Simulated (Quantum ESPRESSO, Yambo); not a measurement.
# BiAs (buckled honeycomb monolayer): a self-consistent loop beyond G0W0, cycle by cycle, part 2 of 2

How far does self-consistency move the gap of BiAs (buckled honeycomb monolayer)?

Quantum ESPRESSO 7.5 and Yambo 5.3.0; PBE and many-body steps on it, plane waves. Known limits of the many-body steps: not at the basis limit; exchange with frozen shells missing; no spin-orbit coupling.

So far. Step 5 (evGW0, cycle 1): Against G0W0 in Yambo (6×6×1 mesh, 40 bands, screening to 54.4 eV, Godby-Needs plasmon pole), the gap moves by +0.186 eV. Step 6 (evGW0, cycle 2): Against the cycle before, the gap moves by +0.033 eV.

**7. evGW0, cycle 3**

Level of this step: evGW0 on PBE, plane waves, norm-conserving pseudopotentials (Yambo).

File gw4.in:

```
HF_and_locXC
gw0
dyson
ppa
em1d
rim_cut
rim_w
RandQpts= 3000000
RandGvec= 100 RL
CUTGeo= "slab z"
RandGvecW= 9 RL
EXXRLvcs= 76 Ry
VXCRLvcs= 304 Ry
Chimod= "HARTREE"
% BndsRnXp
 1 | 40 |
%
NGsBlkXp= 4 Ry
% LongDrXp
 1 | 1 | 0 |
%
% GbndRnge
 1 | 40 |
%
DysSolver= "n"
ExtendOut
PPAPntXp= 27.21138 eV
% QPkrange
 1 | 7 | 11 | 19 |
%
GfnQPdb= "E < ./gw3_fix/ndb.QP"
```

The run is started by

```sh
$ OMP_NUM_THREADS=1 mpirun -n 4 yambo -F gw4.in -J gw4,gw1_W -C gw4 > gw4.log
```

The log of the run:

```text
 Yambo, version 5.3.0

 [02] CORE Variables Setup
 =========================

  [... cell, symmetries and grids as in the set-up ...]

  [02.05] Energies & Occupations
  ==============================

  [X] === General ===
  [X] Electronic Temperature                        :  0.000000  0.000000 [eV K]
  [X] Bosonic    Temperature                        :  0.000000  0.000000 [eV K]
  [X] Finite Temperature mode                       : no
  [X] El. density                                   :  0.15425E+24 [cm-3]
[...]
Sx RL components                                 :  14725

  QP @ state[ 1 ] K range                          :   1   7
  QP @ state[ 1 ] b range                          :  11  19
  GF energies kind                                 : Perdew, Burke & Ernzerhof(X)+Perdew, Burke & Ernzerhof(C)+ E < ./gw1/ndb.QP + @E Fit+ E < ./gw2_fix/
  GF WF`s kind                                     : Perdew, Burke & Ernzerhof(X)+Perdew, Burke & Ernzerhof(C)
  Xs energies kind                                 : Perdew, Burke & Ernzerhof(X)+Perdew, Burke & Ernzerhof(C)
  Xs WF`s kind                                     : Perdew, Burke & Ernzerhof(X)+Perdew, Burke & Ernzerhof(C)

 [16] Game Over & Game summary
```

Run time: 1.9 min. Hardware: 4 MPI ranks of Arm Neoverse V2, shared host; peak memory 2.6 GiB; 7.4 min of CPU time.

This step gave:

* quasiparticle gap on the mesh: 2.178 eV
* gap of the density functional on the mesh: 1.061 eV
* k of the valence top: 0, 0, 0
* k of the conduction bottom: 0, 0, 0
* least direct quasiparticle gap on the computed points: 2.178 eV

Against the cycle before, the gap moves by +0.006 eV.

The program's own table gives 2.423 eV, which is too large where the input levels are shifted: this version takes Σc at the unshifted level E₀, yet steps from the shifted one. The value above is the Newton step from E₀, E₀ + Z(Σc + Σx − Vxc), rebuilt from the printed columns.

**8. evGW, cycle 1**

This step: evGW on PBE, plane waves, norm-conserving pseudopotentials.

gw5.in, as its differences from gw4.in of step 7:

```diff
@@ -30,2 +30,3 @@
 %
-GfnQPdb= "E < ./gw3_fix/ndb.QP"
+GfnQPdb= "E < ./gw1/ndb.QP"
+XfnQPdb= "E < ./gw1/ndb.QP"
```

The run is started by

```sh
$ OMP_NUM_THREADS=1 mpirun -n 4 yambo -F gw5.in -J gw5 -C gw5 > gw5.log
```

The log of the run:

```text
 Yambo, version 5.3.0

 [02] CORE Variables Setup
 =========================

  [... cell, symmetries and grids as in the set-up ...]

  [02.05] Energies & Occupations
  ==============================

  [X] === General ===
  [X] Electronic Temperature                        :  0.000000  0.000000 [eV K]
  [X] Bosonic    Temperature                        :  0.000000  0.000000 [eV K]
  [X] Finite Temperature mode                       : no
  [X] El. density                                   :  0.15425E+24 [cm-3]
[...]
Sx RL components                                 :  14725

  QP @ state[ 1 ] K range                          :   1   7
  QP @ state[ 1 ] b range                          :  11  19
  GF energies kind                                 : Perdew, Burke & Ernzerhof(X)+Perdew, Burke & Ernzerhof(C)+ E < ./gw1/ndb.QP + @E Fit
  GF WF`s kind                                     : Perdew, Burke & Ernzerhof(X)+Perdew, Burke & Ernzerhof(C)
  Xs energies kind                                 : Perdew, Burke & Ernzerhof(X)+Perdew, Burke & Ernzerhof(C)
  Xs WF`s kind                                     : Perdew, Burke & Ernzerhof(X)+Perdew, Burke & Ernzerhof(C)

 [18] Game Over & Game summary
```

Wall time 2.5 min (4 MPI ranks); peak memory 2.6 GiB.

Numbers from this step:

* quasiparticle gap on the mesh: 2.311 eV
* gap of the density functional on the mesh: 1.061 eV
* k of the valence top: 0, 0, 0
* k of the conduction bottom: 0, 0, 0
* least direct quasiparticle gap on the computed points: 2.311 eV

Against G0W0 in Yambo (6×6×1 mesh, 40 bands, screening to 54.4 eV, Godby-Needs plasmon pole), the gap moves by +0.358 eV.

The program's own table gives 2.487 eV, which is too large where the input levels are shifted: this version takes Σc at the unshifted level E₀, yet steps from the shifted one. The value above is the Newton step from E₀, E₀ + Z(Σc + Σx − Vxc), rebuilt from the printed columns.

**9. evGW, cycle 2**

gw6.in, as its differences from gw5.in of step 8:

```diff
@@ -30,3 +30,3 @@
 %
-GfnQPdb= "E < ./gw1/ndb.QP"
-XfnQPdb= "E < ./gw1/ndb.QP"
+GfnQPdb= "E < ./gw5_fix/ndb.QP"
+XfnQPdb= "E < ./gw5_fix/ndb.QP"
```

The run is started by

```sh
$ OMP_NUM_THREADS=1 mpirun -n 4 yambo -F gw6.in -J gw6 -C gw6 > gw6.log
```

The log of the run:

```text
 Yambo, version 5.3.0

 [02] CORE Variables Setup
 =========================

  [... cell, symmetries and grids as in the set-up ...]

  [02.05] Energies & Occupations
  ==============================

  [X] === General ===
  [X] Electronic Temperature                        :  0.000000  0.000000 [eV K]
  [X] Bosonic    Temperature                        :  0.000000  0.000000 [eV K]
  [X] Finite Temperature mode                       : no
  [X] El. density                                   :  0.15425E+24 [cm-3]
[...]
Sx RL components                                 :  14725

  QP @ state[ 1 ] K range                          :   1   7
  QP @ state[ 1 ] b range                          :  11  19
  GF energies kind                                 : Perdew, Burke & Ernzerhof(X)+Perdew, Burke & Ernzerhof(C)+ E < ./gw1/ndb.QP + @E Fit+ E < ./gw5_fix/
  GF WF`s kind                                     : Perdew, Burke & Ernzerhof(X)+Perdew, Burke & Ernzerhof(C)
  Xs energies kind                                 : Perdew, Burke & Ernzerhof(X)+Perdew, Burke & Ernzerhof(C)
  Xs WF`s kind                                     : Perdew, Burke & Ernzerhof(X)+Perdew, Burke & Ernzerhof(C)

 [18] Game Over & Game summary
```

Run time: 2.5 min. Hardware: 4 MPI ranks; peak memory 2.6 GiB; 10 min of CPU time.

Numbers from this step:

- quasiparticle gap on the mesh: 2.425 eV
- gap of the density functional on the mesh: 1.061 eV
- k of the valence top: 0, 0, 0
- k of the conduction bottom: 0, 0, 0
- least direct quasiparticle gap on the computed points: 2.425 eV

Against the cycle before, the gap moves by +0.114 eV.

The program's own table gives 2.648 eV, which is too large where the input levels are shifted: this version takes Σc at the unshifted level E₀, yet steps from the shifted one. The value above is the Newton step from E₀, E₀ + Z(Σc + Σx − Vxc), rebuilt from the printed columns.

**10. evGW, cycle 3**

gw7.in, as its differences from gw6.in of step 9:

```diff
@@ -30,3 +30,3 @@
 %
-GfnQPdb= "E < ./gw5_fix/ndb.QP"
-XfnQPdb= "E < ./gw5_fix/ndb.QP"
+GfnQPdb= "E < ./gw6_fix/ndb.QP"
+XfnQPdb= "E < ./gw6_fix/ndb.QP"
```

The run is started by

```sh
$ OMP_NUM_THREADS=1 mpirun -n 4 yambo -F gw7.in -J gw7 -C gw7 > gw7.log
```

The log of the run:

```text
 Yambo, version 5.3.0

 [02] CORE Variables Setup
 =========================

  [... cell, symmetries and grids as in the set-up ...]

  [02.05] Energies & Occupations
  ==============================

  [X] === General ===
  [X] Electronic Temperature                        :  0.000000  0.000000 [eV K]
  [X] Bosonic    Temperature                        :  0.000000  0.000000 [eV K]
  [X] Finite Temperature mode                       : no
  [X] El. density                                   :  0.15425E+24 [cm-3]
[...]
Sx RL components                                 :  14725

  QP @ state[ 1 ] K range                          :   1   7
  QP @ state[ 1 ] b range                          :  11  19
  GF energies kind                                 : Perdew, Burke & Ernzerhof(X)+Perdew, Burke & Ernzerhof(C)+ E < ./gw1/ndb.QP + @E Fit+ E < ./gw5_fix/
  GF WF`s kind                                     : Perdew, Burke & Ernzerhof(X)+Perdew, Burke & Ernzerhof(C)
  Xs energies kind                                 : Perdew, Burke & Ernzerhof(X)+Perdew, Burke & Ernzerhof(C)
  Xs WF`s kind                                     : Perdew, Burke & Ernzerhof(X)+Perdew, Burke & Ernzerhof(C)

 [18] Game Over & Game summary
```

Elapsed: 2.5 min, on 4 MPI ranks; peak memory 2.6 GiB; 10 min of CPU time.

This step gave:

* quasiparticle gap on the mesh: 2.462 eV
* gap of the density functional on the mesh: 1.061 eV
* k of the valence top: 0, 0, 0
* k of the conduction bottom: 0, 0, 0
* least direct quasiparticle gap on the computed points: 2.462 eV

Against the cycle before, the gap moves by +0.037 eV.

The program's own table gives 2.698 eV, which is too large where the input levels are shifted: this version takes Σc at the unshifted level E₀, yet steps from the shifted one. The value above is the Newton step from E₀, E₀ + Z(Σc + Σx − Vxc), rebuilt from the printed columns.

**11. evGW, cycle 4**

gw8.in, as its differences from gw7.in of step 10:

```diff
@@ -30,3 +30,3 @@
 %
-GfnQPdb= "E < ./gw6_fix/ndb.QP"
-XfnQPdb= "E < ./gw6_fix/ndb.QP"
+GfnQPdb= "E < ./gw7_fix/ndb.QP"
+XfnQPdb= "E < ./gw7_fix/ndb.QP"
```

The run is started by

```sh
$ OMP_NUM_THREADS=1 mpirun -n 4 yambo -F gw8.in -J gw8 -C gw8 > gw8.log
```

The log of the run:

```text
 Yambo, version 5.3.0

 [02] CORE Variables Setup
 =========================

  [... cell, symmetries and grids as in the set-up ...]

  [02.05] Energies & Occupations
  ==============================

  [X] === General ===
  [X] Electronic Temperature                        :  0.000000  0.000000 [eV K]
  [X] Bosonic    Temperature                        :  0.000000  0.000000 [eV K]
  [X] Finite Temperature mode                       : no
  [X] El. density                                   :  0.15425E+24 [cm-3]
[...]
Sx RL components                                 :  14725

  QP @ state[ 1 ] K range                          :   1   7
  QP @ state[ 1 ] b range                          :  11  19
  GF energies kind                                 : Perdew, Burke & Ernzerhof(X)+Perdew, Burke & Ernzerhof(C)+ E < ./gw1/ndb.QP + @E Fit+ E < ./gw5_fix/
  GF WF`s kind                                     : Perdew, Burke & Ernzerhof(X)+Perdew, Burke & Ernzerhof(C)
  Xs energies kind                                 : Perdew, Burke & Ernzerhof(X)+Perdew, Burke & Ernzerhof(C)
  Xs WF`s kind                                     : Perdew, Burke & Ernzerhof(X)+Perdew, Burke & Ernzerhof(C)

 [18] Game Over & Game summary
```

The job ended after 2.5 min (4 MPI ranks; peak memory 2.7 GiB).

Numbers from this step:

```yaml
quasiparticle_gap_on_the_mesh: 2.474 eV
gap_of_the_density_functional_on_the_mesh: 1.061 eV
k_of_the_valence_top: 0, 0, 0
k_of_the_conduction_bottom: 0, 0, 0
least_direct_quasiparticle_gap_on_the_computed_points: 2.474 eV
```

Against the cycle before, the gap moves by +0.012 eV.

The program's own table gives 2.714 eV, which is too large where the input levels are shifted: this version takes Σc at the unshifted level E₀, yet steps from the shifted one. The value above is the Newton step from E₀, E₀ + Z(Σc + Σx − Vxc), rebuilt from the printed columns.

**12. evGW, cycle 5**

gw9.in, as its differences from gw8.in of step 11:

```diff
@@ -30,3 +30,3 @@
 %
-GfnQPdb= "E < ./gw7_fix/ndb.QP"
-XfnQPdb= "E < ./gw7_fix/ndb.QP"
+GfnQPdb= "E < ./gw8_fix/ndb.QP"
+XfnQPdb= "E < ./gw8_fix/ndb.QP"
```

The run is started by

```sh
$ OMP_NUM_THREADS=1 mpirun -n 4 yambo -F gw9.in -J gw9 -C gw9 > gw9.log
```

The log of the run:

```text
 Yambo, version 5.3.0

 [02] CORE Variables Setup
 =========================

  [... cell, symmetries and grids as in the set-up ...]

  [02.05] Energies & Occupations
  ==============================

  [X] === General ===
  [X] Electronic Temperature                        :  0.000000  0.000000 [eV K]
  [X] Bosonic    Temperature                        :  0.000000  0.000000 [eV K]
  [X] Finite Temperature mode                       : no
  [X] El. density                                   :  0.15425E+24 [cm-3]
[...]
Sx RL components                                 :  14725

  QP @ state[ 1 ] K range                          :   1   7
  QP @ state[ 1 ] b range                          :  11  19
  GF energies kind                                 : Perdew, Burke & Ernzerhof(X)+Perdew, Burke & Ernzerhof(C)+ E < ./gw1/ndb.QP + @E Fit+ E < ./gw5_fix/
  GF WF`s kind                                     : Perdew, Burke & Ernzerhof(X)+Perdew, Burke & Ernzerhof(C)
  Xs energies kind                                 : Perdew, Burke & Ernzerhof(X)+Perdew, Burke & Ernzerhof(C)
  Xs WF`s kind                                     : Perdew, Burke & Ernzerhof(X)+Perdew, Burke & Ernzerhof(C)

 [18] Game Over & Game summary
```

Wall time 2.6 min (4 MPI ranks); peak memory 2.7 GiB.

Numbers from this step:

- quasiparticle gap on the mesh: 2.478 eV
- gap of the density functional on the mesh: 1.061 eV
- k of the valence top: 0, 0, 0
- k of the conduction bottom: 0, 0, 0
- least direct quasiparticle gap on the computed points: 2.478 eV

Against the cycle before, the gap moves by +0.004 eV.

The program's own table gives 2.719 eV, which is too large where the input levels are shifted: this version takes Σc at the unshifted level E₀, yet steps from the shifted one. The value above is the Newton step from E₀, E₀ + Z(Σc + Σx − Vxc), rebuilt from the printed columns.

**13. Side by side**

Times are wall times on 4 MPI ranks of Arm Neoverse V2, shared host, good to a factor of about two.

| run | mesh | bands | screening cutoff (eV) | DFT gap (eV) | gap on the mesh (eV) | direct (eV) | time |
| --- | --- | --- | --- | --- | --- | --- | --- |
| G0W0 | 6×6×1 | 40 | 54.4 | 1.061 | 1.953 | 1.953 | 2.5 min |
| evGW0, cycle 1 | 6×6×1 | 40 | 54.4 | 1.061 | 2.139 | 2.139 | 1.9 min |
| evGW0, cycle 2 | 6×6×1 | 40 | 54.4 | 1.061 | 2.172 | 2.172 | 1.9 min |
| evGW0, cycle 3 | 6×6×1 | 40 | 54.4 | 1.061 | 2.178 | 2.178 | 1.9 min |
| evGW, cycle 1 | 6×6×1 | 40 | 54.4 | 1.061 | 2.311 | 2.311 | 2.5 min |
| evGW, cycle 2 | 6×6×1 | 40 | 54.4 | 1.061 | 2.425 | 2.425 | 2.5 min |
| evGW, cycle 3 | 6×6×1 | 40 | 54.4 | 1.061 | 2.462 | 2.462 | 2.5 min |
| evGW, cycle 4 | 6×6×1 | 40 | 54.4 | 1.061 | 2.474 | 2.474 | 2.5 min |
| evGW, cycle 5 | 6×6×1 | 40 | 54.4 | 1.061 | 2.478 | 2.478 | 2.6 min |

**14. Summary of results**

```
G0W0           : 1.953 eV
evGW0, cycle 1 : 2.139 eV
evGW0, cycle 2 : 2.172 eV
evGW0, cycle 3 : 2.178 eV
evGW, cycle 1  : 2.311 eV
evGW, cycle 2  : 2.425 eV
evGW, cycle 3  : 2.462 eV
evGW, cycle 4  : 2.474 eV
evGW, cycle 5  : 2.478 eV
known limits   : not at the basis limit; exchange with frozen shells missing; no spin-orbit coupling
```

evGW0 ends at 2.18 eV, +0.22 eV from G0W0, after 3 cycles that took 5.6 min beside the first screening; the last moved the gap by 0.006 eV. evGW ends at 2.48 eV, +0.53 eV from G0W0, after 5 cycles that took 13 min beside the first screening; the last moved the gap by 0.004 eV. Bands and cutoff are finite, so the gap is not at the basis limit. The miss can reach some tenths of an eV and take either sign; the mesh is an error of its own. Where an edge is built on 6p states of lead, bismuth or thallium, scalar-relativistic gaps usually stand too wide, by a few tenths to over one eV. The norm-conserving file of at least one element keeps a d shell over frozen s and p shells of the same row. Exchange with those shells is missing from the self-energy, an error of 0.3 to 0.9 eV in cases checked, whose sign depends on which edge lies on those atoms. The many-body steps are scalar-relativistic: spin-orbit coupling is not in them.

[Paths, hosts, dates, memory and timing lines, banners, echoed tables and standing remarks are left out of the program output.]

[Logs are printed without paths, hosts, clocks, repeated set-up lines and the standing remarks that a program may print on its own settings, such as how far it seeks lower states.]

[Runs of the session that timed out or met a known fault of the program may be left out.]

[Hosts, paths, dates, database ids (printed as entryN), source tags and the programs' standing remarks are cut or masked in the printed files.]
